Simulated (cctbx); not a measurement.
**Symmetry from intensities**

Cell: a = 7.0320 Å, b = 7.0320 Å, c = 4.8950 Å, α = 90.00°, β = 90.00°, γ = 120.00°. Expected content of the cell: Cr10 Ti6 B2.

Simulated single-crystal data (cctbx): Mo Kα, λ = 0.71073 Å, to d = 0.7 Å, 50 % of the full sphere, strongest reflection 40000 counts, noise from counting, a 3 % proportional error and a noise floor of 4 counts (s.d.); no absorption.

Tests on the unmerged data give:

```text
1251 reflections to d = 0.703 A
centring   violations  <I/sigma> of those
    A        494 of   632     16.7
    B        496 of   630     16.5
    C        510 of   634     16.9
    I        511 of   649     16.6
    R        667 of   844     17.3
    F        750 of   948     16.7
Laue class    unique    Rint  (classes that these axes allow; Friedel mates merged)
P -1              930   0.018
P 1 1 2/m         623   0.023
P -3              417   0.025
P -3 1 m          241   0.027
P -3 m 1          259   0.026
P 6/m             235   0.027
P 6/m m m         157   0.028
space group    extra absences  I>4sigma  <I/sigma>
P 6 2 2                 0          0         -  acentric
P 63 2 2                3          0      -0.9  acentric
P 6 m m                 0          0         -  acentric
P 63 c m              126          0      -0.1  acentric
P -6 m 2                0          0         -  acentric
P -6 c 2              126          0      -0.1  acentric
P -6 2 m                0          0         -  acentric
P 6/m m m               0          0         -  centric
P 63/m c m            126          0      -0.1  centric
Wilson B = 0.34 A^2   <|E^2-1|> = 0.717 (0.968 centric, 0.736 acentric)   E^2>4: 0.7 %
shell (A)         n   <I/sigma>
 6.09 - 1.40     27     34.8
 1.40 - 1.11     22     52.2
 1.11 - 0.97     20     43.6
 0.97 - 0.89     16     55.1
 0.89 - 0.82     19     39.5
 0.82 - 0.77     17     39.2
 0.77 - 0.74     20     36.2
 0.74 - 0.70     16     51.4
```

Q: Read the symmetry from these tables.

Every centring test has many violations, so the lattice is primitive.

Rint stays low (0.018 to 0.028) up to P 6/m m m, the highest class in these axes.

9 settings pass the absence test. The most absences obeyed, 126, belong to P 63 c m, P -6 c 2 and P 63/m c m, which absences can't tell apart.

⟨|E²−1|⟩ = 0.717 leans to a non-centrosymmetric structure. Here that hint misleads: the statistic assumes many like atoms on general positions, and few, heavy or special-position atoms break it. The Wilson B of 0.34 Å² means U ≈ 0.0043 Å².

The true group is P6_3/mcm (no. 193), Laue class 6/mmm, centrosymmetric. The tables only narrow the choice to the tied entries; cell content, site symmetry and trial solutions must settle it.

This is a model crystal, built by substitution and not relaxed, with assumed displacement parameters.

[Logs are printed without paths, hosts, clocks, repeated set-up lines and the standing remarks that a program may print on its own settings, such as how far it seeks lower states.]
